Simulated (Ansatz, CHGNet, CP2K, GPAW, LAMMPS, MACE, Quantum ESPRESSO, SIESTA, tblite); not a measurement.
# Which run comes nearest? Glassy 85GeO2-7MgO-7K2O (mol %) (79 atoms)

Density of this cell: 3.58 g/cm³. The cell holds 79 atoms: 23 Ge, 2 Mg, 4 K and 50 O. Its edges and angles: a = 10.745 Å, b = 10.745 Å, c = 10.745 Å, α = 90.0°, β = 90.0°, γ = 90.0°. 79 atoms (23 Ge, 2 Mg, 4 K, 50 O) placed at random at 3.57 g/cm³, melted at 4000 K for 10 ps at fixed volume with the Morse and Coulomb pair potential with partial charges (Pedone, Malavasi, Menziani, Cormack and Segre, J. Phys. Chem. B 110, 11780 (2006)). Quenched from 4000 K to 300 K at 20 K/ps and fixed volume, held 10 ps at zero pressure.

Geometry: as built.

The reference, a calculation:

```
method                                           : Kohn-Sham DFT, PBE, SSSP efficiency 1.3.0 pseudopotentials, plane waves (Quantum ESPRESSO 7.5); sssp-pbe-1.3.0-efficiency, cutoffs 60/480 Ry, Γ point
r.m.s. force component                           : 1.183 eV/Å
longest force                                    : 4.892 eV/Å
pressure                                         : 4.448 GPa
gap (highest filled to lowest empty level) : 1.025 eV
time                                             : 4.2 min on 4 MPI ranks of Arm Neoverse V1, shared host
CPU time                                         : 17 min
```

Runs, in no order:
A. CHGNet r2SCAN potential: machine-learned interatomic potential CHGNet r2SCAN, trained on r2SCAN plane-wave data
B. SIESTA PBE, TZP, shift 0.01 Ry, mesh 500 Ry: Kohn-Sham DFT, PBE, PseudoDojo 0.4.1 norm-conserving pseudopotentials (converted to PSML), numerical atomic orbitals (TZP), diagonalisation
C. MACE MP-0b2 small potential: machine-learned interatomic potential MACE MP-0b2 small, trained on PBE(+U) plane-wave data

**Question.** Rank the runs by how far their forces lie from the reference's, least first.

C, B, A.

```csv
run,"Δ force, r.m.s. (meV/Å)",share of r.m.s. force (%),CPU time
C. MACE MP-0b2 small potential,147,12.5,6.8 s
"B. SIESTA PBE, TZP, shift 0.01 Ry, mesh 500 Ry",254,21.5,7.9 min
A. CHGNet r2SCAN potential,434,36.7,4.2 s
```

Machine-learned potentials mimic data converged in k, so the reference's own k-point error enters their differences. The network of bonds at the start is that of the classical potential that made the cell, and needn't be the one that DFT or experiment would give. The electronic-structure runs sample only Γ, in a cell whose shortest periodic width is 11 Å.

[Logs are printed without paths, hosts, clocks, repeated set-up lines and the standing remarks that a program may print on its own settings, such as how far it seeks lower states.]

[Hosts, paths, dates, database ids (printed as entryN), source tags and the programs' standing remarks are cut or masked in the printed files.]
